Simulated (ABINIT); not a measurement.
# A GW chain in ABINIT: BaZrSe3 (P1), part 2 of 3

Aim: the G0W0 gap of BaZrSe3 (P1) on PBEsol, step by step.

ABINIT 10.8.3; PBEsol and many-body steps on it, plane waves. Known limits of the many-body steps: not at the basis limit; no spin-orbit coupling; coarse k mesh.

So far. Step 2 (Ground state): The gap is indirect, with the least direct gap 0.54 eV higher.

## Step 3: Bands along the symmetry lines

Level of this step: DFT, PBEsol, plane waves, norm-conserving pseudopotentials (ABINIT).

The cheap functional maps the bands first; the places of the edges decide which points the dearer methods must see.

run.abi

```
acell 3*1.0 Angstrom
rprim 
  5.287383000000 -0.000000000000 -0.000000000000
  0.003576000000 5.296392000000 -0.000000000000
  0.007950000000 0.010054000000 5.309462000000
ntypat 3
znucl 56 40 34
natom 5
typat 1 2 3 3 3
xred 
  0.998643000000 0.998478000000 0.998673000000
  0.476578000000 0.490069000000 0.476727000000
  0.488317000000 0.998506000000 0.502693000000
  0.983845000000 0.511636000000 0.518540000000
  0.492614000000 0.501310000000 0.993370000000
pp_dirpath "pseudos"
pseudos "Ba.upf, Zr.upf, Se.upf"
ecut 48
iscf -2
irdden 1
kptopt 0
nkpt 25
kpt 
  0.00000000 0.00000000 0.00000000
  0.00000000 -0.16666667 0.00000000
  0.00000000 -0.33333333 0.00000000
  0.00000000 -0.50000000 0.00000000
  -0.50000000 0.00000000 0.00000000
  -0.33333333 0.00000000 0.00000000
  -0.16666667 0.00000000 0.00000000
  0.00000000 0.00000000 0.00000000
  0.00000000 0.00000000 -0.16666667
  0.00000000 0.00000000 -0.33333333
  0.00000000 0.00000000 -0.50000000
  -0.50000000 -0.50000000 -0.50000000
  -0.33333333 -0.33333333 -0.33333333
  -0.16666667 -0.16666667 -0.16666667
  0.00000000 0.00000000 0.00000000
  -0.16666667 0.00000000 -0.16666667
  -0.33333333 0.00000000 -0.33333333
  -0.50000000 -0.00000000 -0.50000000
  0.00000000 -0.50000000 -0.50000000
  0.00000000 -0.33333333 -0.33333333
  0.00000000 -0.16666667 -0.16666667
  0.00000000 0.00000000 0.00000000
  -0.16666667 -0.16666667 0.00000000
  -0.33333333 -0.33333333 0.00000000
  -0.50000000 -0.50000000 -0.00000000
istwfk *1
nband 54
nbdbuf 2
tolwfr 1e-08
nstep 40
prtwf 0
prtvol 0
indata_prefix "in"
outdata_prefix "out"
tmpdata_prefix "tmp"
```

On the command line:

```
OMP_NUM_THREADS=1 mpirun -n 8 abinit run.abi > log
```

Numbers of over 12 decimals in the logs are rounded to 6 here.

What it wrote:

```text
.Version 10.8.3 of ABINIT. v10.8.2 released Aug 2026.

 Symmetries : space group P1 (#  1); Bravais aP (primitive triclinic)
[... echo of the input left out ...]
== DATASET  1 ==================================================================
-   mpi_nproc: 8, omp_nthreads: 1 (-1 if OMP is not activated)

--- !DatasetInfo
iteration_state: {dtset: 1, }
dimensions: {natom: 5, nkpt: 25, mband: 54, nsppol: 1, nspinor: 1, nspden: 1, mpw: 15990, }
cutoff_energies: {ecut:  48.0, pawecutdg:  -1.0, }
electrons: {nelect:   9.40000000E+01, charge:   0.00000000E+00, occopt:   1.00000000E+00, tsmear:   1.00000000E-02, }

 Real(R)+Recip(G) space primitive vectors, cartesian coordinates (Bohr,Bohr^-1):
 R(1)=  9.9917058  0.0000000  0.0000000  G(1)=  0.1000830 -0.0000676 -0.0001497
 R(2)=  0.0067577 10.0087303  0.0000000  G(2)=  0.0000000  0.0999128 -0.0001892
 R(3)=  0.0150233  0.0189993 10.0334291  G(3)=  0.0000000  0.0000000  0.0996668
 Unit cell volume ucvol=  1.0033859E+03 bohr^3
 Angles (23,13,12)=  8.98914470E+01  8.99142097E+01  8.99613152E+01 degrees

 getcut: wavevector=  0.0000  0.0000  0.0000  ngfft=  64  64  64
         ecut(hartree)=     48.000   => boxcut(ratio)=   2.04524

--- Pseudopotential description ------------------------------------------------
- Ba Generated using ONCVPSP code by D. R. Hamann
- 56.00000  10.00000  180301                  znucl, zion, pspdat
12 -116133 2 -1 1936                          pspcod,pspxc,lmax,lloc,mmax
     nproj     2     2     2
  pspatm : epsatm=   22.57506632
         --- l  ekb(1:nproj) -->
             0    6.556682    0.638229
             1    5.348860    0.533728
             2    4.518908    0.934050
 pspatm: atomic psp has been read  and splines computed

- Zr Generated using ONCVPSP code by D. R. Hamann
- 40.00000  12.00000  180301                  znucl, zion, pspdat
12 -116133 2 -1 1604                          pspcod,pspxc,lmax,lloc,mmax
     nproj     2     2     2
  pspatm : epsatm=   18.88750569
         --- l  ekb(1:nproj) -->
[...]
pspatm: atomic psp has been read  and splines computed

- Se Generated using ONCVPSP code by D. R. Hamann
- 34.00000  24.00000  180301                  znucl, zion, pspdat
12 -116133 2 -1 1198                          pspcod,pspxc,lmax,lloc,mmax
     nproj     2     2     2
  pspatm : epsatm=   25.27915816
         --- l  ekb(1:nproj) -->
[...]
pspatm: atomic psp has been read  and splines computed

--------------------------------------------------------------------------------

================================================================================
 prteigrs : about to open file out_EIG
 Non-SCF case, kpt    1 (  0.00000  0.00000  0.00000), residuals and eigenvalues=
  2.90E-09  2.93E-09  3.00E-09  2.70E-09  1.73E-09  1.98E-09  1.52E-09  2.22E-09
  2.02E-09  1.24E-09  3.29E-09  8.56E-09  2.51E-09  2.57E-09  5.63E-09  8.05E-09
[...]
Non-SCF case, kpt   24 ( -0.33333 -0.33333  0.00000), residuals and eigenvalues=
[...]
Non-SCF case, kpt   25 ( -0.50000 -0.50000 -0.00000), residuals and eigenvalues=
[...]
--- !ResultsGS
iteration_state: {dtset: 1, }
comment   : Summary of ground state results
lattice_vectors:
- [  9.9917058,  -0.0000000,  -0.0000000, ]
- [  0.0067577,  10.0087303,  -0.0000000, ]
- [  0.0150233,   0.0189993,  10.0334291, ]
lattice_lengths: [   9.99171,   10.00873,   10.03346, ]
lattice_angles: [ 89.891,  89.914,  89.961, ] # degrees, (23, 13, 12)
lattice_volume:   1.0033859E+03
convergence: {deltae:  0.000E+00, res2:  0.000E+00, residm:  9.999E-09, diffor:  0.000E+00, }
etotal    :  -1.09325098E+03
entropy   :   0.00000000E+00
fermie    :   2.12745094E-01
cartesian_stress_tensor: null
pressure_GPa: null
xred      :
- [  9.9864E-01,   9.9848E-01,   9.9867E-01, Ba]
- [  4.7658E-01,   4.9007E-01,   4.7673E-01, Zr]
- [  4.8832E-01,   9.9851E-01,   5.0269E-01, Se]
- [  9.8385E-01,   5.1164E-01,   5.1854E-01, Se]
- [  4.9261E-01,   5.0131E-01,   9.9337E-01, Se]
cartesian_forces: null
force_length_stats: {min: null, max: null, mean: null, }

 Integrated electronic density in atomic spheres:
 ------------------------------------------------
 Atom  Sphere_radius  Integrated_density
[...]
================================================================================

 ----iterations are completed or convergence reached----

 Mean square residual over all n,k,spin=   50.953E-10; max=  99.989E-10
 reduced coordinates (array xred) for    5 atoms
[...]
0.983845000000      0.511636000000      0.518540000000
       0.492614000000      0.501310000000      0.993370000000

 cartesian coordinates (angstrom) at end:
    1      5.291718     5.298372     5.302416
    2      2.525393     2.600391     2.531164
    3      2.589486     5.293533     2.669029
    4      5.207917     2.715038     2.753168
    5      2.614329     2.665122     5.274260
 length scales=  1.889726125908  1.889726125908  1.889726125908 bohr
              =  1.000000000000  1.000000000000  1.000000000000 angstroms
 prteigrs : about to open file out_EIG
 Eigenvalues (hartree) for nkpt=  25  k points:
 kpt#   1, nband= 54, wtk=  1.00000, kpt=  0.0000  0.0000  0.0000 (reduced coord)
[...]
kpt#   2, nband= 54, wtk=  1.00000, kpt=  0.0000 -0.1667  0.0000 (reduced coord)
[...]
kpt#   3, nband= 54, wtk=  1.00000, kpt=  0.0000 -0.3333  0.0000 (reduced coord)
[...]
kpt#  24, nband= 54, wtk=  1.00000, kpt= -0.3333 -0.3333  0.0000 (reduced coord)
[...]
0.27822    0.27925    0.30526    0.34267    0.36025    0.37045
 kpt#  25, nband= 54, wtk=  1.00000, kpt= -0.5000 -0.5000  0.0000 (reduced coord)
[...]
-0.27735   -0.27733   -0.27130   -0.24179   -0.22234   -0.22216    0.04314    0.06248
   0.07974    0.11226    0.11369    0.13273    0.14307    0.14374    0.20846    0.29090
   0.29285    0.29469    0.30356    0.35012    0.35777    0.39337

== END DATASET(S) ==============================================================
================================================================================

 -outvars: echo values of variables after computation  --------
            nband          54
             nkpt          25
          spgroup           1
 [... the other variables as echoed above ...]

 Calculation completed.
```

Elapsed: 2.7 min, on 8 MPI ranks of Arm Neoverse N1, shared host; peak memory 1 GiB; 22 min of CPU time.

This step gave:

```
gap                        : 0.1586 eV
k of the valence top       : -0.5, -0.5, -0.5
k of the conduction bottom : 0, 0, 0
least direct gap           : 0.6966 eV
```

The gap is 0.159 eV, as in the run before at this level.

The electronic bands at the labelled points (eV, zero at the top of the highest filled band):

```
    point  band 44  band 45  band 46  band 47  band 48  band 49  band 50  band 51
        Γ    -1.26    -0.79    -0.61    -0.54     0.16     0.29     0.54     1.85
        X    -2.45    -1.96    -1.12    -0.91     0.58     2.19     2.25     2.29
jump to Y    -2.41    -1.99    -1.04    -0.90     0.43     2.09     2.13     2.30
        Γ    -1.26    -0.79    -0.61    -0.54     0.16     0.29     0.54     1.85
        Z    -2.40    -1.99    -0.93    -0.85     0.37     2.17     2.27     2.32
jump to R    -3.57    -0.04    -0.03     0.00     2.34     2.53     2.61     3.01
        Γ    -1.26    -0.79    -0.61    -0.54     0.16     0.29     0.54     1.85
        T    -2.16    -1.87    -1.85    -0.14     2.13     2.20     2.20     2.56
jump to U    -2.03    -1.89    -1.83    -0.16     2.18     2.21     2.24     2.66
        Γ    -1.26    -0.79    -0.61    -0.54     0.16     0.29     0.54     1.85
        V    -2.18    -1.90    -1.88    -0.12     2.13     2.18     2.23     2.47
```

## Step 4: Empty states on the mesh, 2×2×2 mesh, 202 bands

The sums over transitions need many empty states on a uniform mesh; this step solves for them.

run.abi

```
acell 3*1.0 Angstrom
rprim 
  5.287383000000 -0.000000000000 -0.000000000000
  0.003576000000 5.296392000000 -0.000000000000
  0.007950000000 0.010054000000 5.309462000000
ntypat 3
znucl 56 40 34
natom 5
typat 1 2 3 3 3
xred 
  0.998643000000 0.998478000000 0.998673000000
  0.476578000000 0.490069000000 0.476727000000
  0.488317000000 0.998506000000 0.502693000000
  0.983845000000 0.511636000000 0.518540000000
  0.492614000000 0.501310000000 0.993370000000
pp_dirpath "pseudos"
pseudos "Ba.upf, Zr.upf, Se.upf"
ecut 48
ngkpt 2 2 2
nshiftk 1
shiftk 0 0 0
kptopt 1
chksymbreak 0
iscf -2
irdden 1
istwfk *1
nband 202
nbdbuf 18
tolwfr 1e-09
nstep 60
prtvol 0
indata_prefix "in"
outdata_prefix "out"
tmpdata_prefix "tmp"
```

What it wrote:

```text
.Version 10.8.3 of ABINIT. v10.8.2 released Aug 2026.

 Symmetries : space group P1 (#  1); Bravais aP (primitive triclinic)
[... echo of the input left out ...]
== DATASET  1 ==================================================================
-   mpi_nproc: 8, omp_nthreads: 1 (-1 if OMP is not activated)

--- !DatasetInfo
iteration_state: {dtset: 1, }
dimensions: {natom: 5, nkpt: 8, mband: 202, nsppol: 1, nspinor: 1, nspden: 1, mpw: 15990, }
cutoff_energies: {ecut:  48.0, pawecutdg:  -1.0, }
electrons: {nelect:   9.40000000E+01, charge:   0.00000000E+00, occopt:   1.00000000E+00, tsmear:   1.00000000E-02, }

 Real(R)+Recip(G) space primitive vectors, cartesian coordinates (Bohr,Bohr^-1):
 R(1)=  9.9917058  0.0000000  0.0000000  G(1)=  0.1000830 -0.0000676 -0.0001497
 R(2)=  0.0067577 10.0087303  0.0000000  G(2)=  0.0000000  0.0999128 -0.0001892
 R(3)=  0.0150233  0.0189993 10.0334291  G(3)=  0.0000000  0.0000000  0.0996668
 Unit cell volume ucvol=  1.0033859E+03 bohr^3
 Angles (23,13,12)=  8.98914470E+01  8.99142097E+01  8.99613152E+01 degrees

 getcut: wavevector=  0.0000  0.0000  0.0000  ngfft=  64  64  64
         ecut(hartree)=     48.000   => boxcut(ratio)=   2.04524

--- Pseudopotential description ------------------------------------------------
- Ba Generated using ONCVPSP code by D. R. Hamann
- 56.00000  10.00000  180301                  znucl, zion, pspdat
12 -116133 2 -1 1936                          pspcod,pspxc,lmax,lloc,mmax
     nproj     2     2     2
  pspatm : epsatm=   22.57506632
         --- l  ekb(1:nproj) -->
             0    6.556682    0.638229
             1    5.348860    0.533728
             2    4.518908    0.934050
 pspatm: atomic psp has been read  and splines computed

- Zr Generated using ONCVPSP code by D. R. Hamann
- 40.00000  12.00000  180301                  znucl, zion, pspdat
12 -116133 2 -1 1604                          pspcod,pspxc,lmax,lloc,mmax
     nproj     2     2     2
  pspatm : epsatm=   18.88750569
         --- l  ekb(1:nproj) -->
[...]
pspatm: atomic psp has been read  and splines computed

- Se Generated using ONCVPSP code by D. R. Hamann
- 34.00000  24.00000  180301                  znucl, zion, pspdat
12 -116133 2 -1 1198                          pspcod,pspxc,lmax,lloc,mmax
     nproj     2     2     2
  pspatm : epsatm=   25.27915816
         --- l  ekb(1:nproj) -->
[...]
pspatm: atomic psp has been read  and splines computed

--------------------------------------------------------------------------------

================================================================================
 prteigrs : about to open file out_EIG
 Non-SCF case, kpt    1 (  0.00000  0.00000  0.00000), residuals and eigenvalues=
  9.50E-10  3.19E-10  4.03E-10  7.19E-10  5.60E-10  6.98E-10  7.35E-10  5.87E-10
  7.15E-10  2.46E-10  6.78E-10  8.25E-10  7.38E-10  5.13E-10  4.48E-10  4.13E-10
  4.50E-10  3.72E-10  4.37E-10  6.73E-10  4.96E-10  5.04E-10  3.80E-10  4.52E-10
[...]
1.97E-04  3.71E-04
 -7.3888E+00 -7.3880E+00 -7.3879E+00 -5.1720E+00 -5.1715E+00 -5.1715E+00
 -5.1714E+00 -5.1713E+00 -5.1707E+00 -5.1706E+00 -5.1705E+00 -5.1704E+00
 -1.6108E+00 -1.5119E+00 -1.5113E+00 -1.5112E+00 -1.5112E+00 -1.5111E+00
[...]
1.9583E+00  1.9596E+00  1.9649E+00  1.9756E+00  1.9793E+00  1.9814E+00
  2.0205E+00  2.0254E+00  2.0279E+00  2.0413E+00  2.0566E+00  2.0732E+00
  2.0758E+00  2.1011E+00  2.1025E+00  2.1107E+00
 prteigrs : prtvol=0 or 1, do not print more k-points.

--- !ResultsGS
iteration_state: {dtset: 1, }
comment   : Summary of ground state results
lattice_vectors:
- [  9.9917058,  -0.0000000,  -0.0000000, ]
- [  0.0067577,  10.0087303,  -0.0000000, ]
- [  0.0150233,   0.0189993,  10.0334291, ]
lattice_lengths: [   9.99171,   10.00873,   10.03346, ]
lattice_angles: [ 89.891,  89.914,  89.961, ] # degrees, (23, 13, 12)
lattice_volume:   1.0033859E+03
convergence: {deltae:  0.000E+00, res2:  0.000E+00, residm:  9.989E-10, diffor:  0.000E+00, }
etotal    :  -1.09325098E+03
entropy   :   0.00000000E+00
fermie    :   2.12745094E-01
cartesian_stress_tensor: null
pressure_GPa: null
xred      :
- [  9.9864E-01,   9.9848E-01,   9.9867E-01, Ba]
- [  4.7658E-01,   4.9007E-01,   4.7673E-01, Zr]
- [  4.8832E-01,   9.9851E-01,   5.0269E-01, Se]
- [  9.8385E-01,   5.1164E-01,   5.1854E-01, Se]
- [  4.9261E-01,   5.0131E-01,   9.9337E-01, Se]
cartesian_forces: null
force_length_stats: {min: null, max: null, mean: null, }

 Integrated electronic density in atomic spheres:
 ------------------------------------------------
 Atom  Sphere_radius  Integrated_density
[...]
================================================================================

 ----iterations are completed or convergence reached----

 Mean square residual over all n,k,spin=   47.710E-11; max=  99.886E-11
 reduced coordinates (array xred) for    5 atoms
[...]
0.983845000000      0.511636000000      0.518540000000
       0.492614000000      0.501310000000      0.993370000000

 cartesian coordinates (angstrom) at end:
    1      5.291718     5.298372     5.302416
    2      2.525393     2.600391     2.531164
    3      2.589486     5.293533     2.669029
    4      5.207917     2.715038     2.753168
    5      2.614329     2.665122     5.274260
 length scales=  1.889726125908  1.889726125908  1.889726125908 bohr
              =  1.000000000000  1.000000000000  1.000000000000 angstroms
 prteigrs : about to open file out_EIG
 Eigenvalues (hartree) for nkpt=   8  k points:
 kpt#   1, nband=202, wtk=  0.12500, kpt=  0.0000  0.0000  0.0000 (reduced coord)
[...]
1.95420    1.95502    1.95827    1.95955    1.96493    1.97558    1.97935    1.98142
   2.02054    2.02543    2.02792    2.04125    2.05656    2.07320    2.07583    2.10112
   2.10254    2.11075
 prteigrs : prtvol=0 or 1, do not print more k-points.

== END DATASET(S) ==============================================================
================================================================================

 -outvars: echo values of variables after computation  --------
            nband         202
             nkpt           8
          spgroup           1
 [... the other variables as echoed above ...]

 Calculation completed.
```

The job ended after 4.5 min (8 MPI ranks; peak memory 1.1 GiB).

Numbers from this step:

| Property | Result |
| --- | --- |
| gap | 0.1586 eV |
| k of the valence top | 0.5, 0.5, 0.5 |
| k of the conduction bottom | 0, 0, 0 |
| least direct gap | 0.6966 eV |
| k points computed | 8 |
| lowest point of the top converged band, above the valence top | 45.58 eV |

On this mesh the gap is 0.159 eV.

## Step 5: Screening, 2×2×2 mesh, 184 bands, screening to 106.1 eV

The RPA dielectric matrix is built and inverted for each q.

This step: RPA screening on PBEsol, plane waves, norm-conserving pseudopotentials.

Edit run.abi of step 4 so:

```diff
@@ -23,10 +23,11 @@
 chksymbreak 0
-iscf -2
-irdden 1
 istwfk *1
-nband 202
-nbdbuf 18
-tolwfr 1e-09
-nstep 60
-prtvol 0
+occopt 1
+irdwfk 1
+optdriver 3
+nband 184
+ecuteps 3.9
+inclvkb 2
+awtr 1
+symchi 1
 indata_prefix "in"
```

What it wrote:

```text
.Version 10.8.3 of ABINIT. v10.8.2 released Aug 2026.

 Symmetries : space group P1 (#  1); Bravais aP (primitive triclinic)
[... echo of the input left out ...]
== DATASET  1 ==================================================================
-   mpi_nproc: 8, omp_nthreads: 1 (-1 if OMP is not activated)

--- !DatasetInfo
iteration_state: {dtset: 1, }
dimensions: {natom: 5, nkpt: 8, mband: 184, nsppol: 1, nspinor: 1, nspden: 1, mpw: 15990, }
cutoff_energies: {ecut:  48.0, pawecutdg:  -1.0, }
electrons: {nelect:   9.40000000E+01, charge:   0.00000000E+00, occopt:   1.00000000E+00, tsmear:   1.00000000E-02, }

 SCREENING: Calculation of the susceptibility and dielectric matrices

 Based on a program developped by R.W. Godby, V. Olevano, G. Onida, and L. Reining.
 Incorporated in ABINIT by V. Olevano, G.-M. Rignanese, and M. Torrent.
.Using double precision arithmetic ; gwpc =  8

[... cell and pseudopotentials left out ...]
--------------------------------------------------------------------------------

 ==== K-mesh for the wavefunctions ====
 Number of points in the irreducible wedge :     8
[... list of points left out ...]
 Together with  1 symmetry operations and time-reversal symmetry
 yields     8 points in the full Brillouin Zone.

 ==== Q-mesh for the screening function ====
 Number of points in the irreducible wedge :     8
[... list of points left out ...]
 Together with  1 symmetry operations and time-reversal symmetry
 yields     8 points in the full Brillouin Zone.

 setmesh: FFT mesh size selected  =    40x   40x   45
          total number of points  =        72000

 vcoul_init : cutoff-mode = AUXILIARY_FUNCTION
 q-points for optical limit:   1
     1)      0.000010    0.000020    0.000030

- screening: taking advantage of time-reversal symmetry
- Maximum band index for partially occupied states nbvw = 47
- Remaining bands to be divided among processors   nbcw = 137
- Number of bands treated by each node ~17

 Number of electrons calculated from density =   94.0000; Expected =   94.0000
 average of density, n =  0.093683
 r_s =    1.3659
 omega_plasma =   29.5247 [eV]

 calculating chi0 at frequencies [eV] :
  1    0.000000E+00    0.000000E+00
  2    0.000000E+00    2.952470E+01

--------------------------------------------------------------------------------
  q-point number  1        q = ( 0.000000, 0.000000, 0.000000) [r.l.u.]
--------------------------------------------------------------------------------
[... chi0 elements left out ...]
 For q-point:  0.000010 0.000020 0.000030
  dielectric constant =  24.4711
  dielectric constant without local fields =  31.1432

  Average fulfillment of the sum rule on Im[epsilon] for q-point    1 :     38.74  [%]
[... wings left out ...]
  q-point number  2        q = ( 0.500000, 0.000000, 0.000000) [r.l.u.]
--------------------------------------------------------------------------------
[... chi0 elements left out ...]
  Average fulfillment of the sum rule on Im[epsilon] for q-point    2 :     41.62  [%]

 [... 6 further q-points ...]
```

The job ended after 4.6 min (8 MPI ranks; peak memory 6.7 GiB).

This step gave:

| Property | Result |
| --- | --- |
| ε∞ with local fields, on this mesh, along the program's q direction | 24.47 |
| the same without local fields | 31.14 |
| plasma frequency | 29.52 eV |
| plane waves in the screening matrix | 365 |

Local fields lower ε∞ by 21 %. On a Γ-centred mesh this coarse the value itself is usually too large, while a short band sum pulls it down.

(Continued in part 3 of 3.)

[Paths, hosts, dates, memory and timing lines, banners, echoed tables and standing remarks are left out of the program output.]

[Logs are printed without paths, hosts, clocks, repeated set-up lines and the standing remarks that a program may print on its own settings, such as how far it seeks lower states.]

[Runs of the session that timed out or met a known fault of the program may be left out.]

[Hosts, paths, dates, database ids (printed as entryN), source tags and the programs' standing remarks are cut or masked in the printed files.]

[G0W0 gaps are taken among the corrected bands and points alone; a level outside them can change the order at an edge.]

[Where Ansatz stands beside ABINIT at settings called matched, ABINIT's density can come from a denser mesh and the files from another edition; pairs whose starting gaps differed by over 0.03 eV were left out, so agreement reads better than it is.]
